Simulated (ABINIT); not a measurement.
**TlBr3 (Pm-3m): zone-centre phonons**

Which modes does TlBr3 (Pm-3m) have at the zone centre?

Calculated with ABINIT 10.8.3; DFT LDA, scalar-relativistic, plane waves, HGH norm-conserving pseudopotentials.

The structure was built from a prototype and need not be the compound's stable phase.

### 1. Set-up

It takes space group Pm-3m (No. 221, cubic). The conventional cell has a = 5.519 Å, b = 5.519 Å, c = 5.519 Å, α = 90.00°, β = 90.00°, γ = 90.00°. Tl has 6 Br at 2.76 Å nearest. Nearest to Br lie 2 Tl at 2.76 Å. Farther neighbours and most contacts between anions are not listed.

### 2. A first look

A first run with smearing and empty bands tells whether the crystal has a gap, which decides between fixed occupations and smearing later on.

File probe.abi:

```
# ground state
tolvrs 1.0d-08
prtden 1
prtwf 1

# basis, mesh and filling
ecut 20.0
ixc 7
ngkpt 4 4 4
nshiftk 1
shiftk 0.0 0.0 0.0
istwfk *1
occopt 7
tsmear 0.005
nband 19
nstep 100
diemac 9.0
prtebands 0
prtgsr 0

# cell and atoms
acell 3*1.0 Angstrom
rprim 
    5.5193 0.0 0.0
    0.0 5.5193 0.0
    0.0 0.0 5.5193
ntypat 2
znucl 81 35
natom 4
typat 1 2 2 2
xred 
    0.0 0.0 0.0
    0.5 0.0 0.0
    0.0 0.5 0.0
    0.0 0.0 0.5
pp_dirpath "./pseudo"
pseudos "Tl.hgh, Br.hgh"
```

On the command line:

```console
> OMP_NUM_THREADS=1 mpirun -n 4 abinit probe.abi > probe.log
```

Numbers of over 12 decimals in the logs are rounded to 6 here.

probe.abo, the main output file:

```text
[banners, grids, parts of the stress and lines that vanish by symmetry left out]
- input  file    -> probe.abi
- output file    -> probe.abo
- root for input  files -> probei
[...]
Symmetries : space group Pm -3 m (#221); Bravais cP (primitive cubic)
[...]
mpw =        4945          nfft =       91125          nkpt =          10
[...]
== DATASET  1 ==================================================================
[...]
cutoff_energies: {ecut:  20.0, pawecutdg:  -1.0, }
[...]
Exchange-correlation functional for the present dataset will be:
  LDA: Perdew-Wang 92 LSD fit to Ceperley-Alder data - ixc=7
[...]
ETOT  1  -42.443359631488    -4.244E+01 1.651E-02 5.973E+02
 ETOT  2  -42.606509190125    -1.631E-01 7.527E-04 1.407E+02
 ETOT  3  -42.631918552308    -2.541E-02 5.550E-04 1.904E+01
 ETOT  4  -42.633010726177    -1.092E-03 1.426E-04 1.563E+00
 ETOT  5  -42.633076804985    -6.608E-05 1.360E-05 5.091E-02
 ETOT  6  -42.633077313089    -5.081E-07 6.705E-06 1.741E-03
 ETOT  7  -42.633077473193    -1.601E-07 3.910E-06 2.324E-05
 ETOT  8  -42.633077474531    -1.338E-09 7.572E-06 4.443E-07
 ETOT  9  -42.633077474578    -4.714E-11 2.889E-05 4.434E-09
 At SCF step    9       vres2   =  4.43E-09 < tolvrs=  1.00E-08 =>converged.
[...]
sigma(1 1)=  1.40019123E-04  sigma(3 2)=  0.00000000E+00
  sigma(2 2)=  1.40019123E-04  sigma(3 1)=  0.00000000E+00
  sigma(3 3)=  1.40019123E-04  sigma(2 1)=  0.00000000E+00
[...]
convergence: {deltae: -4.714E-11, res2:  4.434E-09, residm:  2.889E-05, diffor: null, }
etotal    :  -4.26330775E+01
[...]
sigma(1 1)=  1.40019123E-04  sigma(3 2)=  0.00000000E+00
  sigma(2 2)=  1.40019123E-04  sigma(3 1)=  0.00000000E+00
  sigma(3 3)=  1.40019123E-04  sigma(2 1)=  0.00000000E+00
[...]
- sigma(1 1)=  4.11950483E+00  sigma(3 2)=  0.00000000E+00
- sigma(2 2)=  4.11950483E+00  sigma(3 1)=  0.00000000E+00
- sigma(3 3)=  4.11950483E+00  sigma(2 1)=  0.00000000E+00
[...]
fcart     -0.0000000000E+00 -0.0000000000E+00 -0.0000000000E+00
           strten      1.4001912318E-04  1.4001912318E-04  1.4001912318E-04
================================================================================

[key lines of the parts left out:]
pressure_GPa:  -4.1195E+00
```

Elapsed: 10 s, on 4 MPI ranks of Arm Neoverse V1, shared host.

This step gave:

| Quantity | Value |
| --- | --- |
| volume per atom | 42.03 Å³ |
| pressure | -4.120 GPa |
| gap on the k-mesh | 0 eV |

No gap opens on this mesh, so smearing is kept; the printed pressure holds the stress of the finite basis too.

### 3. Rough relaxation

The typed start is rough, so a first relaxation with smearing and loose thresholds takes it towards rest cheaply.

File prerelax.abi:

```
# relaxation
ionmov 2
optcell 2
dilatmx 1.15
chkdilatmx 0
ntime 40
tolmxf 3.0d-04
tolvrs 1.0d-10
prtwf 0
prtden 0
chksymtnons 0

# basis, mesh and filling
ecut 21.0
ecutsm 3.0
ixc 7
ngkpt 4 4 4
nshiftk 1
shiftk 0.0 0.0 0.0
istwfk *1
occopt 7
tsmear 0.005
nband 19
nstep 100
diemac 1000000.0
prtebands 0
prtgsr 0

# cell and atoms
acell 3*1.0 Angstrom
rprim 
    5.5193 0.0 0.0
    0.0 5.5193 0.0
    0.0 0.0 5.5193
ntypat 2
znucl 81 35
natom 4
typat 1 2 2 2
xred 
    0.0 0.0 0.0
    0.5 0.0 0.0
    0.0 0.5 0.0
    0.0 0.0 0.5
pp_dirpath "./pseudo"
pseudos "Tl.hgh, Br.hgh"
```

On the command line:

```console
> OMP_NUM_THREADS=1 mpirun -n 4 abinit prerelax.abi > prerelax.log
```

prerelax.abo, the main output file:

```text
[banners, grids, parts of the stress and lines that vanish by symmetry left out]
- input  file    -> prerelax.abi
- output file    -> prerelax.abo
- root for input  files -> prerelaxi
[...]
Symmetries : space group Pm -3 m (#221); Bravais cP (primitive cubic)
[...]
mpw =        8025          nfft =      125000          nkpt =          10
[...]
== DATASET  1 ==================================================================
[...]
cutoff_energies: {ecut:  21.0, pawecutdg:  -1.0, }
[...]
Exchange-correlation functional for the present dataset will be:
  LDA: Perdew-Wang 92 LSD fit to Ceperley-Alder data - ixc=7
[...]
ETOT  1  -42.443322881196    -4.244E+01 1.579E-02 8.143E+02
 ETOT  2  -42.614965397759    -1.716E-01 2.515E-03 1.708E+02
 ETOT  3  -42.629386359360    -1.442E-02 1.572E-04 4.492E+01
 ETOT  4  -42.631022691868    -1.636E-03 1.515E-04 5.086E+00
[...]
ETOT  9  -42.637012088318    -3.766E-13 7.319E-12 1.299E-12
 At SCF step    9       vres2   =  1.30E-12 < tolvrs=  1.00E-10 =>converged.
[...]
sigma(1 1)=  1.71706316E-07  sigma(3 2)=  0.00000000E+00
  sigma(2 2)=  1.71706316E-07  sigma(3 1)=  0.00000000E+00
  sigma(3 3)=  1.71706316E-07  sigma(2 1)=  0.00000000E+00
[...]
convergence: {deltae: -3.766E-13, res2:  1.299E-12, residm:  7.319E-12, diffor: null, }
etotal    :  -4.26370121E+01
[...]
At Broyd/MD step   5, gradients are converged :
[...]
sigma(1 1)=  1.71706316E-07  sigma(3 2)=  0.00000000E+00
  sigma(2 2)=  1.71706316E-07  sigma(3 1)=  0.00000000E+00
  sigma(3 3)=  1.71706316E-07  sigma(2 1)=  0.00000000E+00
[...]
- sigma(1 1)=  5.05177423E-03  sigma(3 2)=  0.00000000E+00
- sigma(2 2)=  5.05177423E-03  sigma(3 1)=  0.00000000E+00
- sigma(3 3)=  5.05177423E-03  sigma(2 1)=  0.00000000E+00
[...]
fcart     -0.0000000000E+00 -0.0000000000E+00 -0.0000000000E+00
           strten      1.7170631591E-07  1.7170631591E-07  1.7170631591E-07
================================================================================

[key lines of the parts left out:]
pressure_GPa:  -5.0518E-03
Total energy (etotal) [Ha]= -4.26370120883184E+01
```

Wall time 72 s (4 MPI ranks); 4.8 min of CPU time.

Relaxation path:

```csv
step,energy less that of the first step (eV),largest force (eV/Å),volume (Å³)
1,0.0000,0.0000,168.13
2,-0.0204,0.0000,166.82
3,-0.1504,0.0000,146.88
4,-0.1581,0.0000,151.00
5,-0.1584,0.0000,150.40
```

```
conventional cell, symmetrised  before  after   change
                         a (Å)   5.519  5.318   -3.6 %
                         b (Å)   5.519  5.318   -3.6 %
                         c (Å)   5.519  5.318   -3.6 %
              volume (Å³/atom)   42.03  37.60  -10.5 %
```

The relaxed structure:

```cif
data_structure
_symmetry_space_group_name_H-M 'P 1'
_symmetry_Int_Tables_number 1
_cell_length_a 5.3180
_cell_length_b 5.3180
_cell_length_c 5.3180
_cell_angle_alpha 90.000
_cell_angle_beta 90.000
_cell_angle_gamma 90.000
_cell_volume 150.40
loop_
_atom_site_label
_atom_site_type_symbol
_atom_site_fract_x
_atom_site_fract_y
_atom_site_fract_z
_atom_site_occupancy
Tl1 Tl 0.00000 0.00000 0.00000 1
Br2 Br 0.50000 0.00000 0.00000 1
Br3 Br 0.00000 0.50000 0.00000 1
Br4 Br 0.00000 0.00000 0.50000 1
```

This step gave:

| Quantity | Value |
| --- | --- |
| volume per atom | 37.60 Å³ |
| pressure | -0.005052 GPa |

The volume changes by -10.5 % in this run and stands -10.5 % from the first cell.

### 4. Relaxing the cell and atoms

The harmonic expansion needs vanishing forces, and a free crystal bears no stress, so cell and atoms are brought to rest. Stress is more sensitive to the basis than forces are: the last 3 Ha under the cutoff are smoothed with ecutsm, and the cutoff is raised above that of the later runs.

File relax.abi:

```
# relaxation
ionmov 2
optcell 2
dilatmx 1.08
ntime 40
tolmxf 1.0d-05
tolvrs 1.0d-14
prtwf 0
prtden 0
chksymtnons 0

# basis, mesh and filling
ecut 26.0
ecutsm 3.0
ixc 7
ngkpt 6 6 6
nshiftk 1
shiftk 0.0 0.0 0.0
istwfk *1
occopt 3
tsmear 0.01
nband 19
nstep 100
diemac 1000000.0
prtebands 0
prtgsr 0

# cell and atoms
acell 3*1.0 Angstrom
rprim 
    5.317994753 0.0 0.0
    0.0 5.317994753 0.0
    0.0 0.0 5.317994753
ntypat 2
znucl 81 35
natom 4
typat 1 2 2 2
xred 
    0.0 0.0 0.0
    0.5 0.0 0.0
    0.0 0.5 0.0
    0.0 0.0 0.5
pp_dirpath "./pseudo"
pseudos "Tl.hgh, Br.hgh"
```

On the command line:

```console
> OMP_NUM_THREADS=1 mpirun -n 4 abinit relax.abi > relax.log
```

relax.abo, the main output file:

```text
[banners, grids, parts of the stress and lines that vanish by symmetry left out]
- input  file    -> relax.abi
- output file    -> relax.abo
- root for input  files -> relaxi
[...]
Symmetries : space group Pm -3 m (#221); Bravais cP (primitive cubic)
[...]
mpw =        8217          nfft =      125000          nkpt =          20
[...]
== DATASET  1 ==================================================================
[...]
cutoff_energies: {ecut:  26.0, pawecutdg:  -1.0, }
[...]
Exchange-correlation functional for the present dataset will be:
  LDA: Perdew-Wang 92 LSD fit to Ceperley-Alder data - ixc=7
[...]
ETOT  1  -42.491943708753    -4.249E+01 1.476E-02 8.490E+02
 ETOT  2  -42.649170409569    -1.572E-01 5.495E-03 1.558E+02
 ETOT  3  -42.658348061546    -9.178E-03 8.508E-04 4.722E+01
 ETOT  4  -42.660109640100    -1.762E-03 6.327E-04 3.227E+00
 ETOT  5  -42.660186386488    -7.675E-05 2.608E-03 1.411E-01
[...]
At SCF step   13       vres2   =  2.87E-16 < tolvrs=  1.00E-14 =>converged.
[...]
sigma(1 1)= -1.37866928E-05  sigma(3 2)=  0.00000000E+00
  sigma(2 2)= -1.37866928E-05  sigma(3 1)=  0.00000000E+00
  sigma(3 3)= -1.37866928E-05  sigma(2 1)=  0.00000000E+00
[...]
convergence: {deltae: -1.592E-12, res2:  2.872E-16, residm:  1.076E-05, diffor: null, }
etotal    :  -4.26601900E+01
[...]
ETOT  1  -42.660201568650    -4.266E+01 6.457E-06 5.813E-02
[...]
At SCF step   10       vres2   =  1.90E-15 < tolvrs=  1.00E-14 =>converged.
[...]
sigma(1 1)= -1.25639310E-05  sigma(3 2)=  0.00000000E+00
  sigma(2 2)= -1.25639310E-05  sigma(3 1)=  0.00000000E+00
  sigma(3 3)= -1.25639310E-05  sigma(2 1)=  0.00000000E+00
[...]
convergence: {deltae:  1.940E-12, res2:  1.901E-15, residm:  1.537E-06, diffor: null, }
etotal    :  -4.26602066E+01
[...]
ETOT  1  -42.659730597828    -4.266E+01 1.125E-05 6.366E+00
[...]
At SCF step   11       vres2   =  2.35E-15 < tolvrs=  1.00E-14 =>converged.
[...]
sigma(1 1)= -3.49237223E-07  sigma(3 2)=  0.00000000E+00
  sigma(2 2)= -3.49237223E-07  sigma(3 1)=  0.00000000E+00
  sigma(3 3)= -3.49237223E-07  sigma(2 1)=  0.00000000E+00
[...]
convergence: {deltae: -9.734E-13, res2:  2.354E-15, residm:  2.581E-08, diffor: null, }
etotal    :  -4.26602905E+01
[...]
ETOT  1  -42.660290160604    -4.266E+01 3.453E-08 5.242E-03
[...]
ETOT  9  -42.660290618632    -1.748E-12 3.112E-10 1.236E-14
 ETOT 10  -42.660290618628     3.922E-12 4.499E-11 2.259E-16
 At SCF step   10       vres2   =  2.26E-16 < tolvrs=  1.00E-14 =>converged.
[...]
sigma(1 1)= -9.76811863E-09  sigma(3 2)=  0.00000000E+00
  sigma(2 2)= -9.76811863E-09  sigma(3 1)=  0.00000000E+00
  sigma(3 3)= -9.76811863E-09  sigma(2 1)=  0.00000000E+00
[...]
convergence: {deltae:  3.922E-12, res2:  2.259E-16, residm:  4.499E-11, diffor: null, }
etotal    :  -4.26602906E+01
[...]
At Broyd/MD step   4, gradients are converged :
[...]
sigma(1 1)= -9.76811863E-09  sigma(3 2)=  0.00000000E+00
  sigma(2 2)= -9.76811863E-09  sigma(3 1)=  0.00000000E+00
  sigma(3 3)= -9.76811863E-09  sigma(2 1)=  0.00000000E+00
[...]
- sigma(1 1)= -2.87387972E-04  sigma(3 2)=  0.00000000E+00
- sigma(2 2)= -2.87387972E-04  sigma(3 1)=  0.00000000E+00
- sigma(3 3)= -2.87387972E-04  sigma(2 1)=  0.00000000E+00
[...]
fcart     -0.0000000000E+00 -0.0000000000E+00 -0.0000000000E+00
           strten     -9.7681186256E-09 -9.7681186265E-09 -9.7681186260E-09
================================================================================

[key lines of the parts left out:]
pressure_GPa:   2.8739E-04
Total energy (etotal) [Ha]= -4.26602906186278E+01
```

Run time: 1.8 min. Hardware: 4 MPI ranks.

Relaxation path:

| step | energy less that of the first step (eV) | largest force (eV/Å) | volume (Å³) |
| --- | --- | --- | --- |
| 1 | 0.0000 | 0.0000 | 150.40 |
| 2 | -0.0005 | 0.0000 | 150.59 |
| 3 | -0.0027 | 0.0000 | 152.54 |
| 4 | -0.0027 | 0.0000 | 152.60 |

```csv
"conventional cell, symmetrised",before,after,change
a (Å),5.318,5.344,+0.5 %
b (Å),5.318,5.344,+0.5 %
c (Å),5.318,5.344,+0.5 %
volume (Å³/atom),37.60,38.15,+1.5 %
```

This step gave:

```yaml
volume_per_atom: 38.15 Å³
pressure: 2.87e-4 GPa
```

The volume changes by +1.5 % in this run and stands -9.2 % from the first cell.

### 5. Self-consistent run for the response

The response is built on these wavefunctions, so the potential is converged far more tightly than an energy would need. Smearing stays on, as the first look found no gap above 0.3 eV.

File gs.abi:

```
# ground state
tolvrs 1.0d-16
prtden 1
prtwf 1

# basis, mesh and filling
ecut 20.0
ixc 7
ngkpt 6 6 6
nshiftk 1
shiftk 0.0 0.0 0.0
istwfk *1
occopt 3
tsmear 0.01
nband 19
nstep 100
diemac 1000000.0
prtebands 0
prtgsr 0

# cell and atoms
acell 3*1.0 Angstrom
rprim 
    5.343779005 0.0 0.0
    0.0 5.343779005 0.0
    0.0 0.0 5.343779005
ntypat 2
znucl 81 35
natom 4
typat 1 2 2 2
xred 
    0.0 0.0 0.0
    0.5 0.0 0.0
    0.0 0.5 0.0
    0.0 0.0 0.5
pp_dirpath "./pseudo"
pseudos "Tl.hgh, Br.hgh"
```

On the command line:

```console
> OMP_NUM_THREADS=1 mpirun -n 4 abinit gs.abi > gs.log
```

gs.abo, the main output file:

```text
[banners, grids, parts of the stress and lines that vanish by symmetry left out]
- input  file    -> gs.abi
- output file    -> gs.abo
- root for input  files -> gsi
[...]
Symmetries : space group Pm -3 m (#221); Bravais cP (primitive cubic)
[...]
mpw =        4436          nfft =       91125          nkpt =          20
[...]
== DATASET  1 ==================================================================
[...]
cutoff_energies: {ecut:  20.0, pawecutdg:  -1.0, }
[...]
Exchange-correlation functional for the present dataset will be:
  LDA: Perdew-Wang 92 LSD fit to Ceperley-Alder data - ixc=7
[...]
ETOT  1  -42.481855053129    -4.248E+01 2.106E-02 6.027E+02
 ETOT  2  -42.636949144044    -1.551E-01 2.850E-03 1.146E+02
 ETOT  3  -42.646282733791    -9.334E-03 1.279E-03 3.462E+01
 ETOT  4  -42.648079626527    -1.797E-03 4.902E-03 2.371E+00
 ETOT  5  -42.648156836478    -7.721E-05 6.393E-04 1.164E-01
[...]
ETOT 12  -42.648160935674    -1.620E-12 2.507E-06 1.304E-14
 ETOT 13  -42.648160935672     1.933E-12 9.423E-06 9.044E-17
 At SCF step   13       vres2   =  9.04E-17 < tolvrs=  1.00E-16 =>converged.
[...]
sigma(1 1)=  5.71723278E-05  sigma(3 2)=  0.00000000E+00
  sigma(2 2)=  5.71723278E-05  sigma(3 1)=  0.00000000E+00
  sigma(3 3)=  5.71723278E-05  sigma(2 1)=  0.00000000E+00
[...]
convergence: {deltae:  1.933E-12, res2:  9.044E-17, residm:  9.423E-06, diffor: null, }
etotal    :  -4.26481609E+01
[...]
sigma(1 1)=  5.71723278E-05  sigma(3 2)=  0.00000000E+00
  sigma(2 2)=  5.71723278E-05  sigma(3 1)=  0.00000000E+00
  sigma(3 3)=  5.71723278E-05  sigma(2 1)=  0.00000000E+00
[...]
- sigma(1 1)=  1.68206796E+00  sigma(3 2)=  0.00000000E+00
- sigma(2 2)=  1.68206796E+00  sigma(3 1)=  0.00000000E+00
- sigma(3 3)=  1.68206796E+00  sigma(2 1)=  0.00000000E+00
[...]
fcart     -0.0000000000E+00 -0.0000000000E+00 -0.0000000000E+00
           strten      5.7172327844E-05  5.7172327844E-05  5.7172327844E-05
================================================================================

[key lines of the parts left out:]
pressure_GPa:  -1.6821E+00
```

Run time: 21 s. Hardware: 4 MPI ranks.

This step gave:

```yaml
pressure: -1.682 GPa
```

The cell stands at -1.7 GPa: the relaxation ran with a smoothed and higher cutoff, and the difference is a stress of the finite basis.

(Continued in part 2 of 3.)

[Host names and launcher messages were left out of these logs when they were recorded.]

[Logs are printed without paths, hosts, clocks, repeated set-up lines and the standing remarks that a program may print on its own settings, such as how far it seeks lower states.]

[Hosts, paths, dates, database ids (printed as entryN), source tags and the programs' standing remarks are cut or masked in the printed files.]
